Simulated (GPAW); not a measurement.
# MnAl7As8 (AlAs32 Mn2 d4p00): parallel and opposed starts

Aim: find out whether MnAl7As8 (AlAs32 Mn2 d4p00) carries moments, and which collinear order costs least.

Calculated with GPAW 26.7.0; PBE with U = 4 eV on Mn d; plane waves with GPAW's PAW setups, scalar-relativistic.

## (1) The structure

Symmetry: P222_1, No. 17, orthorhombic system. Conventional cell: a = 11.322 Å, b = 11.322 Å, c = 5.661 Å, α = 90.00°, β = 90.00°, γ = 90.00°. Mn has 4 As at 2.45 Å nearest. Nearest to As lie 2 Al at 2.45 Å and 2 Mn at 2.45 Å. As has 1 Mn at 2.45 Å and 3 Al at 2.45 Å nearest. Nearest to Al lie 4 As at 2.45 Å. Nearest to As lie 4 Al at 2.45 Å. Nearest to As lie 4 Al at 2.45 Å. substitutional dopants on the host's lattice, its constants typed without a cited source, atoms not relaxed. Farther neighbours are not listed.

The cell is a made-up one and need not be a known phase.

## (2) Start 1: ferro ++

The parallel start comes first: it fits the smallest cell, keeps the most symmetry and shows whether parallel moments form. A Hubbard U of customary size acts on the open shell; it was not fitted to this crystal.

The input, order1.py:

```python
import json
import numpy as np
from ase import Atoms
from ase.parallel import paropen, parprint
from gpaw import GPAW

atoms = Atoms(['Mn', 'As', 'Mn', 'As', 'Al', 'As', 'Al', 'As', 'Al', 'As', 'Al', 'As', 'Al', 'As', 'Al', 'As', 'Al', 'As', 'Al', 'As', 'Al', 'As', 'Al', 'As', 'Al', 'As', 'Al', 'As', 'Al', 'As', 'Al', 'As'],
    cell=[[11.322, 0.0, 0.0],
         [0.0, 11.322, 0.0],
         [0.0, 0.0, 5.661]],
    scaled_positions=[[0.0, 0.0, 0.0],
         [0.125, 0.125, 0.25],
         [0.0, 0.25, 0.5],
         [0.125, 0.375, 0.75],
         [0.25, 0.0, 0.5],
         [0.375, 0.125, 0.75],
         [0.25, 0.25, 0.0],
         [0.375, 0.375, 0.25],
         [0.0, 0.5, 0.0],
         [0.125, 0.625, 0.25],
         [0.0, 0.75, 0.5],
         [0.125, 0.875, 0.75],
         [0.25, 0.5, 0.5],
         [0.375, 0.625, 0.75],
         [0.25, 0.75, 0.0],
         [0.375, 0.875, 0.25],
         [0.5, 0.0, 0.0],
         [0.625, 0.125, 0.25],
         [0.5, 0.25, 0.5],
         [0.625, 0.375, 0.75],
         [0.75, 0.0, 0.5],
         [0.875, 0.125, 0.75],
         [0.75, 0.25, 0.0],
         [0.875, 0.375, 0.25],
         [0.5, 0.5, 0.0],
         [0.625, 0.625, 0.25],
         [0.5, 0.75, 0.5],
         [0.625, 0.875, 0.75],
         [0.75, 0.5, 0.5],
         [0.875, 0.625, 0.75],
         [0.75, 0.75, 0.0],
         [0.875, 0.875, 0.25]],
    pbc=True,
    magmoms=[4.5, 0.0, 4.5, 0.0, 0.0, 0.0, 0.0, 0.0, 0.0, 0.0, 0.0, 0.0, 0.0, 0.0, 0.0, 0.0, 0.0, 0.0, 0.0, 0.0, 0.0, 0.0, 0.0, 0.0, 0.0, 0.0, 0.0, 0.0, 0.0, 0.0, 0.0, 0.0])
atoms.calc = GPAW(mode={'name': 'pw', 'ecut': 450},
    xc='PBE',
    kpts={'size': (3, 3, 5), 'gamma': True},
    occupations={'name': 'fermi-dirac', 'width': 0.05},
    convergence={'density': 1e-05, 'energy': 1e-05},
    maxiter=200,
    mixer={'name': 'pulay', 'beta': 0.05, 'nmaxold': 6, 'weight': 50},
    setups={'Mn': ':d,4.0'},
    symmetry={'tolerance': 1e-4},
    txt='order1.txt')
e = atoms.get_potential_energy(force_consistent=True)
res = {'free_energy': e, 'energy_sigma0': atoms.get_potential_energy(), 'fermi_energy': atoms.calc.get_fermi_level()}
res['moments'] = atoms.get_magnetic_moments().tolist()
res['total'] = atoms.get_magnetic_moment()
parprint('site moments (muB):', np.round(res['moments'], 3))
parprint(f"total moment: {res['total']:.3f} muB")
parprint(f'free energy: {e:.6f} eV')
atoms.calc.write('order1.gpw')
with paropen('results.json', 'w') as f:
    json.dump(res, f)
```

The run is started by

```bash
$ OMP_NUM_THREADS=1 mpirun -n 4 gpaw python order1.py > order1.log
```

Numbers of over 12 decimals in the logs are rounded to 6 here.

What it wrote:

```text
site moments (muB): [ 4.213e+00 -1.300e-01  4.213e+00 -6.600e-02  1.100e-02 -1.300e-02
  1.100e-02 -1.400e-02  2.000e-03 -1.600e-02  2.000e-03 -6.600e-02
  3.000e-03 -1.600e-02  3.000e-03 -1.400e-02 -0.000e+00 -1.300e-02
 -0.000e+00 -1.400e-02  1.100e-02 -1.300e-01  1.100e-02 -6.600e-02
 -1.000e-03 -1.600e-02 -1.000e-03 -1.400e-02  3.000e-03 -1.600e-02
  3.000e-03 -6.600e-02]
total moment: 8.001 muB
free energy: -155.856904 eV

--- order1.txt ---
Input parameters:
  mode=PW(ecut=450),
  convergence={'density': 1e-05, 'energy': 1e-05},
  kpts=MonkhorstPack(size=(3, 3, 5), gamma=True),
  maxiter=200,
  mixer=Pulay(name='pulay', nmaxold=6, beta=0.05, weight=50, sigma=0.015, g_ss=None),
  occupations=Occupations(name='fermi-dirac', width=0.05),
  setups={'Mn': ':d,4.0'},
  symmetry=Symmetry(tolerance=0.0001),
  xc=XC(name='PBE')

Diagonalizing LCAO Hamiltonian
Converting LCAO to pw mode
        .---------------------------.
       /|                           |
      / |                           |
     /  |  As            As         |
    /   |       As            As    |
   /  Al|           Al              |
  /    As         As As         As  |
 *      .--Al------------Al---------.
 |     / As As         As As       /
 | Mn /      Al  Al        Al     /
 |   Al Al    As   Al Al    As   /
 |  /As            As           /
 | /      Al            Al     /
 |/                           /
 Mn------------Al------------*

Atoms  # Å, Bohr magnetons
|    | symbol |        x |        y |        z |    initial magnetic moments |
|----|--------|----------|----------|----------|-----------------------------|
|  0 |     Mn | 0.000000 | 0.000000 | 0.000000 | ( 0.0000,  0.0000,  4.5000) |
|  1 |     As | 1.415250 | 1.415250 | 1.415250 | ( 0.0000,  0.0000,  0.0000) |
|  2 |     Mn | 0.000000 | 2.830500 | 2.830500 | ( 0.0000,  0.0000,  4.5000) |
|  3 |     As | 1.415250 | 4.245750 | 4.245750 | ( 0.0000,  0.0000,  0.0000) |
|  4 |     Al | 2.830500 | 0.000000 | 2.830500 | ( 0.0000,  0.0000,  0.0000) |
|  5 |     As | 4.245750 | 1.415250 | 4.245750 | ( 0.0000,  0.0000,  0.0000) |
|  6 |     Al | 2.830500 | 2.830500 | 0.000000 | ( 0.0000,  0.0000,  0.0000) |
|  7 |     As | 4.245750 | 4.245750 | 1.415250 | ( 0.0000,  0.0000,  0.0000) |
|  8 |     Al | 0.000000 | 5.661000 | 0.000000 | ( 0.0000,  0.0000,  0.0000) |
|  9 |     As | 1.415250 | 7.076250 | 1.415250 | ( 0.0000,  0.0000,  0.0000) |
| 10 |     Al | 0.000000 | 8.491500 | 2.830500 | ( 0.0000,  0.0000,  0.0000) |
| 11 |     As | 1.415250 | 9.906750 | 4.245750 | ( 0.0000,  0.0000,  0.0000) |
| 12 |     Al | 2.830500 | 5.661000 | 2.830500 | ( 0.0000,  0.0000,  0.0000) |
| 13 |     As | 4.245750 | 7.076250 | 4.245750 | ( 0.0000,  0.0000,  0.0000) |
| 14 |     Al | 2.830500 | 8.491500 | 0.000000 | ( 0.0000,  0.0000,  0.0000) |
| 15 |     As | 4.245750 | 9.906750 | 1.415250 | ( 0.0000,  0.0000,  0.0000) |
| 16 |     Al | 5.661000 | 0.000000 | 0.000000 | ( 0.0000,  0.0000,  0.0000) |
| 17 |     As | 7.076250 | 1.415250 | 1.415250 | ( 0.0000,  0.0000,  0.0000) |
| 18 |     Al | 5.661000 | 2.830500 | 2.830500 | ( 0.0000,  0.0000,  0.0000) |
| 19 |     As | 7.076250 | 4.245750 | 4.245750 | ( 0.0000,  0.0000,  0.0000) |
| 20 |     Al | 8.491500 | 0.000000 | 2.830500 | ( 0.0000,  0.0000,  0.0000) |
| 21 |     As | 9.906750 | 1.415250 | 4.245750 | ( 0.0000,  0.0000,  0.0000) |
| 22 |     Al | 8.491500 | 2.830500 | 0.000000 | ( 0.0000,  0.0000,  0.0000) |
| 23 |     As | 9.906750 | 4.245750 | 1.415250 | ( 0.0000,  0.0000,  0.0000) |
| 24 |     Al | 5.661000 | 5.661000 | 0.000000 | ( 0.0000,  0.0000,  0.0000) |
| 25 |     As | 7.076250 | 7.076250 | 1.415250 | ( 0.0000,  0.0000,  0.0000) |
| 26 |     Al | 5.661000 | 8.491500 | 2.830500 | ( 0.0000,  0.0000,  0.0000) |
| 27 |     As | 7.076250 | 9.906750 | 4.245750 | ( 0.0000,  0.0000,  0.0000) |
| 28 |     Al | 8.491500 | 5.661000 | 2.830500 | ( 0.0000,  0.0000,  0.0000) |
| 29 |     As | 9.906750 | 7.076250 | 4.245750 | ( 0.0000,  0.0000,  0.0000) |
| 30 |     Al | 8.491500 | 8.491500 | 0.000000 | ( 0.0000,  0.0000,  0.0000) |
| 31 |     As | 9.906750 | 9.906750 | 1.415250 | ( 0.0000,  0.0000,  0.0000) |

Unit cell  # Å
| periodic |         x |         y |        z |   lengths |    angles |
|----------|-----------|-----------|----------|-----------|-----------|
|      yes | 11.322000 |  0.000000 | 0.000000 | 11.322000 | 90.000000 |
|      yes |  0.000000 | 11.322000 | 0.000000 | 11.322000 | 90.000000 |
|      yes |  0.000000 |  0.000000 | 5.661000 |  5.661000 | 90.000000 |

Number of symmetries: 2

BZ-sampling:
  Number of BZ points: 45
  Number of IBZ points: 16

  Monkhorst-Pack size: [3, 3, 5]
  Monkhorst-Pack shift: [0, 0, 0]

K-points  # in reciprocal-cell coordinates
|     |                                coordinates |     weight |
|-----|--------------------------------------------|------------|
|   0 | (  0.00000000,   0.00000000,   0.00000000) | 0.02222222 |
|   1 | (  0.00000000,   0.00000000,   0.20000000) | 0.04444444 |
|   2 | (  0.00000000,   0.00000000,   0.40000000) | 0.04444444 |
|   3 | (  0.00000000,   0.33333333,   0.00000000) | 0.04444444 |
|   4 | (  0.00000000,   0.33333333,   0.20000000) | 0.08888889 |
|   5 | (  0.00000000,   0.33333333,   0.40000000) | 0.08888889 |
|   6 | (  0.33333333,   0.00000000,  -0.40000000) | 0.04444444 |
|   7 | (  0.33333333,   0.00000000,  -0.20000000) | 0.04444444 |
|   8 | (  0.33333333,   0.00000000,   0.00000000) | 0.04444444 |
|   9 | (  0.33333333,   0.00000000,   0.20000000) | 0.04444444 |
| ... |                                            |            |
|  15 | (  0.33333333,   0.33333333,   0.40000000) | 0.08888889 |

Plane wave coefficients: 15772
Cutoff: 450.000000 eV

Spin-components: 2 (collinear spins)
Bands:           101
Projectors:      162
Spin-degeneracy: 1
Datatype:        complex128

Parallelization:
  kpt:    4
  domain: 1
  band:   1

Density:
  Valence electrons: 152.0
  Components: 2
  Grid points: [56 56 28]
  Charge: 0.0  # |e|

Potential:
  Grid points: [56 56 28]

species:
  Mn:
    name:    Manganese
    Z:       25.0
    valence: 15
    core:    10
    charge:  0.0  # [|e|]
    Hubbard: {U: 4.0,  # eV
              l: 2,
              scale: True}
    compensation charges:
      type: gauss
      rc: 0.38  # [Å]
      lmax: 2
    cutoffs:
      filter: 2.14  # [Å]
      core: 0.86  # [Å]
    projectors
    | kind |    occ | energy [eV] | rcut [Å] |
    |------|--------|-------------|----------|
    |   3s |  2.000 |     -85.859 |    1.275 |
    |   4s |  2.000 |      -5.106 |    1.275 |
    |   3p |  6.000 |     -54.597 |    1.281 |
    |   4p |  0.000 |      -1.371 |    1.281 |
    |   3d |  5.000 |      -6.771 |    1.138 |
    |    d |        |      20.441 |    1.138 |

    Using partial waves for Mn as LCAO basis

  As:
    name:    Arsenic
    Z:       33.0
    valence: 5
    core:    28
    charge:  0.0  # [|e|]
    compensation charges:
      type: gauss
      rc: 0.33  # [Å]
      lmax: 2
    cutoffs:
      filter: 1.87  # [Å]
      core: 2.96  # [Å]
    projectors
    | kind |    occ | energy [eV] | rcut [Å] |
    |------|--------|-------------|----------|
    |   4s |  2.000 |     -14.487 |    1.058 |
    |   4p |  3.000 |      -5.196 |    1.058 |
    |    s |        |      12.725 |    1.058 |
    |    p |        |      22.016 |    1.058 |
    |    d |        |       0.000 |    1.058 |

    Using partial waves for As as LCAO basis

  Al:
    name:    Aluminium
    Z:       13.0
    valence: 3
    core:    10
    charge:  0.0  # [|e|]
    compensation charges:
      type: gauss
      rc: 0.34  # [Å]
      lmax: 2
    cutoffs:
      filter: 1.91  # [Å]
      core: 2.36  # [Å]
    projectors
    | kind |    occ | energy [eV] | rcut [Å] |
    |------|--------|-------------|----------|
    |   3s |  2.000 |      -7.753 |    1.085 |
    |   3p |  1.000 |      -2.712 |    1.085 |
    |    s |        |      19.459 |    1.085 |
    |    p |        |      24.499 |    1.085 |
    |    d |        |       0.000 |    1.085 |

    Using partial waves for Al as LCAO basis

Reference energy: -1139523.679456  # eV

eigensolver:
  PPCG
  Converge bands: occupied
  niter=2

density mixing:
  Pulay-Mixer
  Linear mixing parameters: 0.05
  Old densities: 6
  Fourier metric: weight=50, sigma=0.015

occupation numbers:
  Fermi-Dirac:
    width: 0.0500  # eV

poisson solver:
  ecut: 3600.000000  # eV

xc functional:
  name: PBE with 2 nearest neighbor stencil

convergence criteria:
- Maximum integral of absolute [dens]ity change: 1e-05 electrons / valence electron
- Maximum [total energy] change in last 3 cyles: 1e-05 eV / valence electron
- Maximum integral of absolute [eigenst]ate change: 4e-08 eV^2 / valence electron
maximum number of iterations: 200

SCF iterations
|iter     |      energy | eigst |  dens |  magmom |
|---------|-------------|-------|-------|---------|
|iter:   1|       0s | -157.238100 | +0.10 |       |  +9.0233|
|iter:   2|      29s | -157.100641 | -1.33 | -0.87 |  +8.9723|
|iter:   3|      58s | -155.669776 | -1.16 | -0.90 |  +8.4994|
|iter:   4|      85s | -155.773803 | -1.98 | -1.25 |  +8.3846|
|iter:   5|     111s | -155.841524 | -2.16 | -1.35 |  +8.1663|
|iter:   6|     139s | -155.847180 | -3.15 | -1.68 |  +8.1080|
|iter:   7|     165s | -155.839054 | -2.68 | -1.84 |  +8.0289|
|iter:   8|     192s | -155.838137 | -3.74 | -2.30 |  +8.0172|
|iter:   9|     218s | -155.838692c| -4.40 | -2.46 |  +8.0136|
|iter:  10|     245s | -155.839334c| -4.45 | -2.52 |  +8.0054|
|iter:  11|     271s | -155.839463c| -5.40 | -2.77 |  +8.0041|
|iter:  12|     298s | -155.839625c| -5.39 | -2.82 |  +8.0054|
|iter:  13|     324s | -155.839698c| -6.18 | -2.94 |  +8.0052|
|iter:  14|     350s | -155.839833c| -5.87 | -2.98 |  +8.0043|
|iter:  15|     377s | -155.839899c| -6.13 | -3.08 |  +8.0033|
|iter:  16|     403s | -155.839987c| -6.18 | -3.18 |  +8.0018|
|iter:  17|     429s | -155.840047c| -6.02 | -3.36 |  +8.0005|
|iter:  18|     455s | -155.840055c| -7.07 | -3.58 |  +8.0004|
|iter:  19|     482s | -155.840060c| -7.29 | -3.61 |  +8.0006|
|iter:  20|     495s | -155.840063c| -7.84c| -3.67 |  +8.0007|
|iter:  21|     521s | -155.840085c| -6.48 | -3.70 |  +8.0010|
|iter:  22|     548s | -155.840089c| -7.20 | -4.06 |  +8.0010|
|iter:  23|     568s | -155.840091c| -7.53c| -4.25 |  +8.0010|
|iter:  24|     581s | -155.840091c| -7.96c| -4.47 |  +8.0010|
|iter:  25|     594s | -155.840092c| -7.97c| -4.56 |  +8.0010|
|iter:  26|     607s | -155.840092c| -8.12c| -4.71 |  +8.0010|
|iter:  27|     619s | -155.840092c| -8.24c| -4.84 |  +8.0010|
|iter:  28|     632s | -155.840092c| -8.53c| -4.94 |  +8.0010|
|iter:  29|     645s | -155.840092c| -8.72c| -5.06c|  +8.0010|

Converged in 29 steps
Energy contributions relative to reference atoms: (reference = -1139523.679456)

Energy contributions:
  Kinetic:         342.653483
  Coulomb:        -302.247597
  Zero:             -0.024397
  External:          0.000000
  Xc:             -196.204770
  Entropy:          -0.033624
  Spinorbit:         0.000000
  ----------------------------
  Free energy:    -155.856904
  Extrapolated:   -155.840092

dipole moment: (-89.199353, -83.328909, -80.479001)  # |e|*Ang

Total magnetic moment: (0.000000, 0.000000, 8.001043)

Local magnetic moments
|        x |        y |         z |
|----------|----------|-----------|
| 0.000000 | 0.000000 |  4.212820 |  # Mn   0
| 0.000000 | 0.000000 | -0.129841 |  # As   1
| 0.000000 | 0.000000 |  4.212820 |  # Mn   2
| 0.000000 | 0.000000 | -0.065593 |  # As   3
| 0.000000 | 0.000000 |  0.010860 |  # Al   4
| 0.000000 | 0.000000 | -0.012725 |  # As   5
| 0.000000 | 0.000000 |  0.010860 |  # Al   6
| 0.000000 | 0.000000 | -0.014435 |  # As   7
| 0.000000 | 0.000000 |  0.002361 |  # Al   8
| 0.000000 | 0.000000 | -0.015794 |  # As   9
| 0.000000 | 0.000000 |  0.002361 |  # Al  10
| 0.000000 | 0.000000 | -0.065593 |  # As  11
| 0.000000 | 0.000000 |  0.002553 |  # Al  12
| 0.000000 | 0.000000 | -0.015535 |  # As  13
| 0.000000 | 0.000000 |  0.002553 |  # Al  14
| 0.000000 | 0.000000 | -0.014435 |  # As  15
[...]
| 0.000000 | 0.000000 |  0.010860 |  # Al  22
| 0.000000 | 0.000000 | -0.065593 |  # As  23
| 0.000000 | 0.000000 | -0.001031 |  # Al  24
| 0.000000 | 0.000000 | -0.015535 |  # As  25
| 0.000000 | 0.000000 | -0.001031 |  # Al  26
| 0.000000 | 0.000000 | -0.014435 |  # As  27
| 0.000000 | 0.000000 |  0.002553 |  # Al  28
| 0.000000 | 0.000000 | -0.015794 |  # As  29
| 0.000000 | 0.000000 |  0.002553 |  # Al  30
| 0.000000 | 0.000000 | -0.065593 |  # As  31

Fermi level: 4.427
Eigenvalues  # (at kpt = [0.000, 0.000, 0.000])
| band index |      eig [eV] | occ [0-1] |      eig [eV] | occ [0-1] |
|------------|---------------|-----------|---------------|-----------|
|          0 |       -76.822 |     1.000 |       -72.113 |     1.000 |
|        ... |               |           |               |           |
|         68 |         3.025 |     1.000 |         3.471 |     1.000 |
|         69 |         3.049 |     1.000 |         4.130 |     0.997 |
|         70 |         3.121 |     1.000 |         4.132 |     0.997 |
|         71 |         3.174 |     1.000 |         4.137 |     0.997 |
|         72 |         3.210 |     1.000 |         5.736 |     0.000 |
|         73 |         3.370 |     1.000 |         5.738 |     0.000 |
|         74 |         3.547 |     1.000 |         5.779 |     0.000 |
|         75 |         3.650 |     1.000 |         6.235 |     0.000 |
|         76 |         3.794 |     1.000 |         6.317 |     0.000 |
|         77 |         3.827 |     1.000 |         6.611 |     0.000 |
|         78 |         3.903 |     1.000 |         6.715 |     0.000 |
|         79 |         4.808 |     0.000 |         6.920 |     0.000 |
|         80 |         4.871 |     0.000 |         7.023 |     0.000 |
|         81 |         4.947 |     0.000 |         7.052 |     0.000 |
|         82 |         5.923 |     0.000 |         7.077 |     0.000 |
|        ... |               |           |               |           |
|        100 |         8.782 |     0.000 |         8.826 |     0.000 |

No gap
No difference between direct/indirect transitions
```

Wall time 12 min (4 MPI ranks of Arm Neoverse V2, shared host); peak memory 2.6 GiB; 46 min of CPU time.

Spin moment in the augmentation sphere by element, in μB:

| element | atoms | mean | spread (r.m.s.) | least | largest |
| --- | --- | --- | --- | --- | --- |
| Mn | 2 | 4.21 | 0.00 | 4.21 | 4.21 |
| As | 16 | -0.04 | 0.04 | -0.13 | -0.01 |
| Al | 14 | 0.00 | 0.00 | 0.00 | 0.01 |

The atoms farthest from the mean of their element:

| atom | x, y, z (Å) | spin moment in the augmentation sphere (μB) |
| --- | --- | --- |
| As2 | 1.42, 1.42, 1.42 | -0.13 |
| As22 | 9.91, 1.42, 4.25 | -0.13 |
| As6 | 4.25, 1.42, 4.25 | -0.01 |
| As18 | 7.08, 1.42, 1.42 | -0.01 |
| As16 | 4.25, 9.91, 1.42 | -0.01 |
| As28 | 7.08, 9.91, 4.25 | -0.01 |
| As8 | 4.25, 4.25, 1.42 | -0.01 |
| As20 | 7.08, 4.25, 4.25 | -0.01 |

This step gave:

```yaml
magnetization: 8.001 μB
final_state: ferromagnetic
```

After 29 cycles the largest moment stands at 4.21 μB.

[end of part 1 of 2]

[Logs and program files are shortened in this print: banners, set-up blocks, solver, clock and traceback lines can be left out without a mark of their own.]

[Logs are printed without paths, hosts, clocks, repeated set-up lines and the standing remarks that a program may print on its own settings, such as how far it seeks lower states.]

[Hosts, paths, dates, database ids (printed as entryN), source tags and the programs' standing remarks are cut or masked in the printed files.]

[Where a cell is said to come from a database of computed structures, the database is the Materials Project.]
